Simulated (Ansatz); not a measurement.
**Quasiparticle gap of Cs2AgBiBr6 (Fm-3m)**

Wanted: the gap of Cs2AgBiBr6 (Fm-3m) with a many-body correction, and the time that it takes.

Main program and level: Ansatz 0.2.0; PBE, then G0W0 on it, plane waves, PAW.

Most raw output is cut from this account.

In doubt: one-shot GW on d or f shells is unsure (step 3), so the values of those runs are not to be relied on; masses and optical values from hybrid runs of this build are listed as unsure (in some of the runs), which bears on the screening that GW takes from such a start.

## 1. Starting point

Symmetry: Fm-3m, No. 225, cubic system. Conventional cell: a = 11.232 Å, b = 11.232 Å, c = 11.232 Å, α = 90.00°, β = 90.00°, γ = 90.00°. Nearest to Cs lie 12 Br at 3.97 Å. Ag has 6 Br at 2.80 Å nearest. Nearest to Bi lie 6 Br at 2.81 Å. Nearest to Br lie 1 Ag at 2.80 Å and 1 Bi at 2.81 Å and 4 Cs at 3.97 Å. Farther neighbours and most contacts between anions are not listed.

Coordinates:

```cif
data_structure
_symmetry_space_group_name_H-M 'P 1'
_symmetry_Int_Tables_number 1
_cell_length_a 7.9424
_cell_length_b 7.9424
_cell_length_c 7.9424
_cell_angle_alpha 60.000
_cell_angle_beta 60.000
_cell_angle_gamma 60.000
_cell_volume 354.27
loop_
_atom_site_label
_atom_site_type_symbol
_atom_site_fract_x
_atom_site_fract_y
_atom_site_fract_z
_atom_site_occupancy
Cs1 Cs 0.25000 0.25000 0.25000 1
Cs2 Cs 0.75000 0.75000 0.75000 1
Ag3 Ag 0.50000 0.50000 0.50000 1
Bi4 Bi 0.00000 0.00000 0.00000 1
Br5 Br 0.25055 0.74945 0.25055 1
Br6 Br 0.25055 0.74945 0.74945 1
Br7 Br 0.74945 0.25055 0.74945 1
Br8 Br 0.74945 0.25055 0.25055 1
Br9 Br 0.25055 0.25055 0.74945 1
Br10 Br 0.74945 0.74945 0.25055 1
```

The cell and positions come from the Crystallography Open Database and are kept as given unless a step says otherwise. Spin-orbit coupling is left out unless a step names it. The default PAW set here is soft_2. Its files were made with PBE.

## 2. The PBE band structure

Levels along a band path and on the mesh show where this functional puts the band edges.

This step: DFT, PBE, plane waves, PAW.

input.yaml

```yaml
crystal:
  lattice:
    - [0.0, 5.6161, 5.6161]
    - [5.6161, 0.0, 5.6161]
    - [5.6161, 5.6161, 0.0]
  atoms:
    - { symbol: Cs, position: [0.25, 0.25, 0.25] }
    - { symbol: Cs, position: [0.75, 0.75, 0.75] }
    - { symbol: Ag, position: [0.5, 0.5, 0.5] }
    - { symbol: Bi, position: [0.0, 0.0, 0.0] }
    - { symbol: Br, position: [0.25055, 0.74945, 0.25055] }
    - { symbol: Br, position: [0.25055, 0.74945, 0.74945] }
    - { symbol: Br, position: [0.74945, 0.25055, 0.74945] }
    - { symbol: Br, position: [0.74945, 0.25055, 0.25055] }
    - { symbol: Br, position: [0.25055, 0.25055, 0.74945] }
    - { symbol: Br, position: [0.74945, 0.74945, 0.25055] }
kpoints:
  mp_grid: { grid: [4, 4, 4] }
  band_path:
    path:
      - [[0.0, 0.0, 0.0], [0.5, 0.0, 0.5], [0.625, 0.25, 0.625]]
      - [[0.375, 0.375, 0.75], [0.0, 0.0, 0.0], [0.5, 0.5, 0.5], [0.5, 0.25, 0.75], [0.5, 0.0, 0.5]]
    npoints: 10
hamiltonian:
  xc: pbe
scf:
  occupations: { method: fermi_dirac, width: 0.02 }
  n_extra_bands: 7
output:
  eigenvalues: true
  forces: true
  stress: true
  write_density: true
  write_potential: true
  elf: true
  volumetric_format: npy
```

Run with:

```bash
> ansatz run input.yaml --threads 3 --pin off --max-ram 92160MiB --backend cuda --events-out ev --progress --plain --runs-dir out --devices 1 --max-vram 13GiB  # rebuilt from the run's record
```

Run time: 6.5 s. Hardware: 1 × NVIDIA H100 80GB HBM3 (shared by 6 runs) with 3 threads of AMD EPYC 7R13 (Zen 3), shared host; peak memory 1.1 GiB.

This step gave:

* pressure: 1.865 GPa
* filled bands: 47
* gap: 1.264 eV
* valence top at: X
* conduction bottom at: L
* least direct gap: 2.343 eV

Over mesh and path the gap is 1.264 eV, from k = (0.500, 0.000, 0.500) to k = (0.500, 0.500, 0.500). The least direct gap found is 2.343 eV, at k = (0.500, 0.400, 0.600).

The electronic bands at the labelled points (eV, zero at the top of the highest nominally filled band):

```tsv
point	band 44	band 45	band 46	band 47	band 48	band 49	band 50	band 51
Γ	-1.25	-1.25	-0.70	-0.70	2.31	2.31	2.31	3.60
halfway	-1.54	-1.26	-1.04	-0.70	2.59	2.59	2.71	4.36
X	-1.58	-1.27	-0.71	0.00	2.82	2.82	3.19	4.35
halfway	-1.58	-1.30	-0.82	-0.05	2.64	2.97	3.17	4.59
U	-1.57	-1.42	-1.04	-0.21	2.32	3.10	3.32	5.09
jump to K	-1.57	-1.42	-1.04	-0.21	2.32	3.10	3.32	5.09
halfway	-1.50	-1.37	-1.28	-0.98	2.02	2.64	3.42	4.41
Γ	-1.25	-1.25	-0.70	-0.70	2.31	2.31	2.31	3.60
halfway	-1.53	-1.35	-1.09	-1.09	1.78	3.00	3.00	4.17
L	-1.55	-1.39	-1.29	-1.29	1.26	3.71	3.71	4.92
halfway	-1.55	-1.51	-1.26	-0.57	1.78	3.38	3.56	5.25
W	-1.50	-1.50	-1.30	-0.10	2.63	3.02	3.02	5.28
halfway	-1.58	-1.34	-0.94	-0.06	2.71	2.88	3.15	4.79
X	-1.58	-1.27	-0.71	0.00	2.82	2.82	3.19	4.35
```

ELF in the ac plane of the conventional cell at fractional y = 0.000, with atoms of Ag and Bi and Br within 0.2 Å of it. It is the smooth field of the valence electrons, not physical close to the nuclei.

Ten even steps from '0' (0.00) to '9' (0.87), each cell a mean:
```
13434873259622577641388326963442
44323799998411344321279999852344
33211368985101122110137898521133
77531023421014677653102342102467
68974100000269976897410000026897
04997200001589810499720000158981
16996200000489831699620000048983
89862001100147888986200110014798
54310136642013455532013664201244
22101589996312334321158999630112
54213798788523443442479879951245
87414871048634312243587104862358
76413883269634421343487325962257
43212799998523444432379999841134
21101378985211333321136898510112
76531023421024677753102342101467
68974100000268976897410000026997
04997200001589810499720000158981
16996200000489831699620000048983
89862001100147988986200110014788
55320136642012445431013664201345
43211589996301122210158999631233
34424798799512455421379878852344
22435871048623588741487104863431
```
Columns run along a (11.2 Å), rows up along c (11.2 Å), edges of the conventional cell, whose origin can differ from the input's. Atoms in or near the plane, at fractional coordinates: Ag at (0.50, 0.00), Ag at (0.00, 0.50), Bi at (0.00, 0.00), Bi at (0.50, 0.50), Br at (0.75, 0.00), Br at (0.25, 0.50), Br at (0.25, 0.00), Br at (0.75, 0.50), Br at (0.00, 0.25), Br at (0.50, 0.75), Br at (0.50, 0.25), Br at (0.00, 0.75).

Valence density in the ac plane of the conventional cell at fractional y = 0.000, with atoms of Ag and Bi and Br within 0.2 Å of it. It is the smooth field of the valence electrons, not physical close to the nuclei.

Ten steps, logarithmic in the rise over the least value, from '_' (0 e/Å³) to '@' (17 e/Å³), each cell a mean:
```
####==::::--==----==--::..--**@@@@%%++::..--==----==--::::--**##
++==::....::----==--::......--++**==::....::----==--::....::--++
::::..______....::....______..::::....______....::....____....::
--::....__________________..::::::::..____________________..::::
====--..________________..::--======--..________________..::--==
::====::..______________..--==--::====::..______________..--==--
--==--::________________..--==----==--::________________..--==--
----::..________________..::----==--::..__________________::----
::....____________________....::::::..____________________....::
--::..____..::::::::....__..::----::....__..::::::::..____....::
##**--....::--======--::..::==****++--....::--======--....::++##
@@%%++::::--==--::----::::--**##%%##++::::--==--::----::..--##@@
@@%%++::..--==----==--::::--**######==::::--==----==--::..--**@@
**==::....::----==--::....::--++++==::....::----==--::......--++
::....______....::....____....::::::..______....::....______..::
::::..____________________..::::--::....__________________..::::
====--..________________..::--======--..________________..::--==
::====::..______________..--==--::====::..______________..--==--
--==--::________________..--==----==--::________________..--==--
==--::..__________________::--------::..________________..::----
::::..____________________....::::....____________________....::
--::....__..::::::::..____....::--::..____..::::::::....__..::--
**++--....::--======--....::++####**--....::--======--::..::==**
%%##++::::--==--::----::..--##@@@@%%++::::--==--::----::::--**##
```
Columns run along a (11.2 Å), rows up along c (11.2 Å), edges of the conventional cell, whose origin can differ from the input's. Atoms in or near the plane, at fractional coordinates: Ag at (0.50, 0.00), Ag at (0.00, 0.50), Bi at (0.00, 0.00), Bi at (0.50, 0.50), Br at (0.75, 0.00), Br at (0.25, 0.50), Br at (0.25, 0.00), Br at (0.75, 0.50), Br at (0.00, 0.25), Br at (0.50, 0.75), Br at (0.50, 0.25), Br at (0.00, 0.75).

## 3. One-shot GW

G0W0 replaces the xc potential by a self-energy built once from the orbitals of the start. Levels are corrected in the window of bands that the input names, at points of the mesh.

This step: G0W0 on PBE, plane waves, PAW.

input.yaml, the sections that differ from step 2:

```yaml
kpoints:
  mp_grid: { grid: [2, 2, 2] }
scf:
  occupations: { method: fixed }
gw:
  n_empty_bands: 1057
  ecut_chi: 120.0
  qp_bands: [v3, c3]
  qp_kpoints: band_edges
  screening: { model: contour_deformation }
# crystal, hamiltonian: as in step 2
# output: removed
```

Elapsed: 13 s, on 1 × NVIDIA H100 80GB HBM3 (shared by 6 runs) with 3 threads; peak memory 2.3 GiB; 16 s of CPU time.

This step gave:

| Quantity | Value |
| --- | --- |
| bands summed | 1104 |
| RPA ε∞ on this mesh (eigenvalues) | 5.805, 5.805, 5.805 |
| plane waves in the screening matrix | 1067 |
| q-points in the mesh | 8 |
| G0W0 gap over the corrected points | 2.225 eV |
| k of the valence top | 0, -0.5, -0.5 |
| k of the conduction bottom | 0, 0, -0.5 |
| starting gap on the mesh | 1.234 eV |
| Z at the valence top | 0.7549 |
| Z at the conduction bottom | 0.7815 |
| least direct G0W0 gap over the corrected points | 3.748 eV |

Over all 3 irreducible mesh points the G0W0 gap is 2.225 eV, from k = (0.000, -0.500, -0.500) to k = (0.000, 0.000, -0.500). The PBE gap of this run on the mesh is 1.234 eV. The two states that bound the G0W0 gap lie that far apart at the start, so the correction of the gap is 2.225 − 1.234 = +0.991 eV. The start of this run differs from the step before in mesh (4×4×4 and 2×2×2).

Labels follow the order of the start: v1 is the top filled band, c1 the lowest empty one; levels that stay degenerate share a row, the window can cut a multiplet, doubted levels are not marked in this list, bands outside the window were not corrected, and the list may be a part of the corrected levels. The levels before and after the correction (eV, zero at the valence-band top of each column):

```tsv
	conduction bottom	valence top
Kohn-Sham	1.23	0.00
G0W0	2.22	0.00
```

```tsv
	level	occupation	energy (eV)
Kohn-Sham	(0 0 -0.5) v3	2	-1.397
Kohn-Sham	(0 0 -0.5) v2-v1	2	-1.284
Kohn-Sham	(0 0 -0.5) c1	0	1.234
Kohn-Sham	(0 0 -0.5) c2-c3	0	3.686
Kohn-Sham	(0 -0.5 -0.5) v3	2	-1.263
Kohn-Sham	(0 -0.5 -0.5) v2	2	-0.698
Kohn-Sham	(0 -0.5 -0.5) v1	2	0.000
Kohn-Sham	(0 -0.5 -0.5) c1-c2	0	2.789
Kohn-Sham	(0 -0.5 -0.5) c3	0	3.160
G0W0	(0 0 -0.5) v3	2	-1.523
G0W0	(0 0 -0.5) v2-v1	2	-1.547
G0W0	(0 0 -0.5) c1	0	2.225
G0W0	(0 0 -0.5) c2-c3	0	4.809
G0W0	(0 -0.5 -0.5) v3	2	-1.688
G0W0	(0 -0.5 -0.5) v2	2	-0.792
G0W0	(0 -0.5 -0.5) v1	2	0.000
G0W0	(0 -0.5 -0.5) c1-c2	0	3.831
G0W0	(0 -0.5 -0.5) c3	0	4.233
```

The parts of the quasiparticle energy for the two states that bound the G0W0 gap, in eV on the run's own scale (QP = start + Σx + Σc − Vxc, with Σc at the quasiparticle energy):

```tsv
edge	k	band	start	Σx	Σc	Vxc	Z	QP
valence top	(0.000, -0.500, -0.500)	47	4.467	−24.340	2.286	−21.367	0.755	3.781
conduction bottom	(0.000, 0.000, -0.500)	48	5.701	−9.825	−3.542	−13.671	0.781	6.006
```

## 4. Spin-orbit coupling

This run has two-component orbitals with spin-orbit coupling.

This step: DFT, PBE with spin-orbit coupling, plane waves, PAW.

input.yaml, the sections that differ from step 3:

```yaml
kpoints:
  mp_grid: { grid: [4, 4, 4] }
  band_path:
    path:
      - [0.0, 0.0, 0.0]
      - [0.5, 0.0, 0.5]
      - [0.625, 0.25, 0.625]
      - [0.375, 0.375, 0.75]
      - [0.5, 0.5, 0.5]
      - [0.5, 0.25, 0.75]
      - [0.5, 0.4, 0.6]
    npoints: 1
scf:
  occupations: { method: fermi_dirac, width: 0.02 }
  n_extra_bands: 14
magnetization:
  noncollinear: true
  spin_orbit: true
output:
  eigenvalues: true
  forces: true
  stress: true
  write_density: true
  write_potential: true
  elf: true
  volumetric_format: npy
# crystal, hamiltonian: as in step 3
# gw: removed
```

Wall time 11 s (1 × NVIDIA H100 80GB HBM3 (shared by 6 runs) with 3 threads); peak memory 1.5 GiB.

This step gave:

- pressure: 1.926 GPa
- gap: 1.045 eV
- valence top at: X
- conduction bottom at: L
- least direct gap: 1.776 eV

Over mesh and listed points the gap is 1.045 eV, from k = (0.500, 0.000, 0.500) to k = (0.500, 0.500, 0.500). The least direct gap found is 1.776 eV, at k = (0.500, 0.000, 0.500). PBE+SOC against PBE: 1.045 − 1.264 = −0.219 eV, with the same mesh, set of files (read in its fully relativistic form for the spin-orbit run) and cutoff, and both edges at the same k points. The spin-orbit run sees mesh and listed points alone, so its gap is an upper bound: the coupling can move an edge off these points, and the change over the zone, its sign included where it is small, is not known.

## 5. Side by side

Each gap is the least one over the points named; times are wall times on shared hosts, not benchmarks. A G0W0 time includes the run's own self-consistent start. Runs with listed points see these and the mesh alone, so an edge that moves elsewhere is missed. Rows marked * are further runs, not shown as steps, whose inputs differ from the G0W0 step on the same start in the columns given; solver thresholds can differ too. Symmetry makes (0.500, 0.000, 0.500) and (0.000, -0.500, -0.500) one point. Symmetry makes (0.500, 0.500, 0.500) and (0.000, 0.000, -0.500) one point.

```tsv
level	mesh	files, cutoff	bands summed, screening	points	gap (eV)	valence top	conduction bottom	least direct gap (eV)	time
PBE	4×4×4	soft_2 PAW, 420 eV	-	mesh and path	1.264	(0.500, 0.000, 0.500)	(0.500, 0.500, 0.500)	2.343	6.5 s
PBE+SOC	4×4×4	soft_2 PAW, 420 eV	-	mesh and listed points	1.045	(0.500, 0.000, 0.500)	(0.500, 0.500, 0.500)	1.776	11 s
G0W0@PBE*	2×2×2	soft_2 PAW, 420 eV	220, 36 eV	all 3 irreducible mesh points	2.257	(0.000, -0.500, -0.500)	(0.000, 0.000, -0.500)	3.711	9.6 s
G0W0@PBE*	2×2×2	soft_2 PAW, 420 eV	538, 72 eV	all 3 irreducible mesh points	2.152	(0.000, -0.500, -0.500)	(0.000, 0.000, -0.500)	3.684	12 s
G0W0@PBE	2×2×2	soft_2 PAW, 420 eV	1104, 120 eV	all 3 irreducible mesh points	2.225	(0.000, -0.500, -0.500)	(0.000, 0.000, -0.500)	3.748	13 s
G0W0@PBE*	2×2×2	soft_2 PAW, 420 eV	1104, 120 eV, plasmon pole	all 3 irreducible mesh points	2.193	(0.000, -0.500, -0.500)	(0.000, 0.000, -0.500)	3.750	24 s
```

## 6. Results

```json
{
  "PBE gap over mesh and path": "1.264 eV, from k = (0.500, 0.000, 0.500) to k = (0.500, 0.500, 0.500)",
  "G0W0@PBE gap over all 3 irreducible mesh points": "2.225 eV, from k = (0.000, -0.500, -0.500) to k = (0.000, 0.000, -0.500)",
  "PBE+SOC gap over mesh and listed points": "1.045 eV",
  "GW settings": "2×2×2 mesh, 1057 empty bands, screening to 120 eV",
  "known limits": "finite bands, screening cutoff and k mesh; no spin-orbit coupling in G0W0; d shells not analysed; screening cutoff under 40 eV in some runs"
}
```

Over all 3 irreducible mesh points the G0W0 gap is 2.225 eV, from k = (0.000, -0.500, -0.500) to k = (0.000, 0.000, -0.500). The PBE gap of this run on the mesh is 1.234 eV. The two states that bound the G0W0 gap lie that far apart at the start, so the correction of the gap is 2.225 − 1.234 = +0.991 eV. The valence state moves by 3.781 − 4.467 = −0.686 eV and the conduction state by 6.006 − 5.701 = +0.305 eV, on the run's own scale; with 220 bands the edge states move by −0.140 and +0.883 eV, so the split between the edges depends on the bands and cutoff. Both edges that PBE shows over mesh and path lie at k points where levels were corrected. Levels at other points were not corrected, so a lower G0W0 gap elsewhere in the zone is not ruled out. From 220 bands and 36 eV to 1104 bands and 120 eV the gap moves by 2.225 − 2.257 = −0.032 eV (rung by rung 2.257, 2.152, 2.225 eV); bands and screening cutoff rise together, so their parts are not told apart. The gap turns back along the series (2.257, 2.152, 2.225 eV), so no line is drawn and the limit is not known. With the plasmon pole model in place of the contour deformation model and all else as in the G0W0@PBE row with 1104 bands, the gap differs by 2.193 − 2.225 = −0.032 eV. G0W0 on other starts in this series, not shown as steps and not all at these settings: 2.753 eV on HSE06 (2×2×2, soft_2 PAW, 1104 bands, 120 eV) and 2.969 eV on PBE0 (2×2×2, soft_2 PAW, 1104 bands, 120 eV). PBE+SOC against PBE: 1.045 − 1.264 = −0.219 eV, with the same mesh, set of files (read in its fully relativistic form for the spin-orbit run) and cutoff, and both edges at the same k points. The spin-orbit run sees mesh and listed points alone, so its gap is an upper bound: the coupling can move an edge off these points, and the change over the zone, its sign included where it is small, is not known. What spin-orbit coupling does to the G0W0 levels was not computed, so no sum with the G0W0 gap is formed. The G0W0 runs are scalar-relativistic. One-shot GW is known to converge slowly in bands for compounds with shallow d shells. The cell holds Ag; the filling of the d shell and its place against the gap were not analysed here. No pair of G0W0 runs that differ in the mesh alone is shown (2×2×2 is a supercell whose nearest images lie 16 Å apart), so the error from the mesh is not known here. G0W0@PBE runs of this series with other atomic data on the same mesh, not shown as steps, give 2.265 eV (hard PAW, 680 eV, 1648 bands, screening to 156 eV); where bands and cutoffs differ too, the part of the files is not isolated. A screening cutoff under 40 eV is crude: G0W0@PBE with 220 bands at 36 eV.

[Paths, hosts, dates, memory and timing lines, banners, echoed tables and standing remarks are left out of the program output.]

[Logs are printed without paths, hosts, clocks, repeated set-up lines and the standing remarks that a program may print on its own settings, such as how far it seeks lower states.]

[Runs of the session that timed out or met a known fault of the program may be left out.]

[Cells called generated may have been cut or substituted from an entry of the Crystallography Open Database or the Materials Project.]

[Hosts, paths, dates, database ids (printed as entryN), source tags and the programs' standing remarks are cut or masked in the printed files.]

[Where an RPA ε∞ is given, it is that of the G0W0 mesh and is not shown converged in it. Names of k-points follow the symmetry that the program found, which can be lower than the space group named. Band edges on a path are those of the sampled points; other points can move an edge, and change direct to indirect where valleys lie close.]

[Hybrid gaps are those of their k-mesh and are not shown converged in it.]
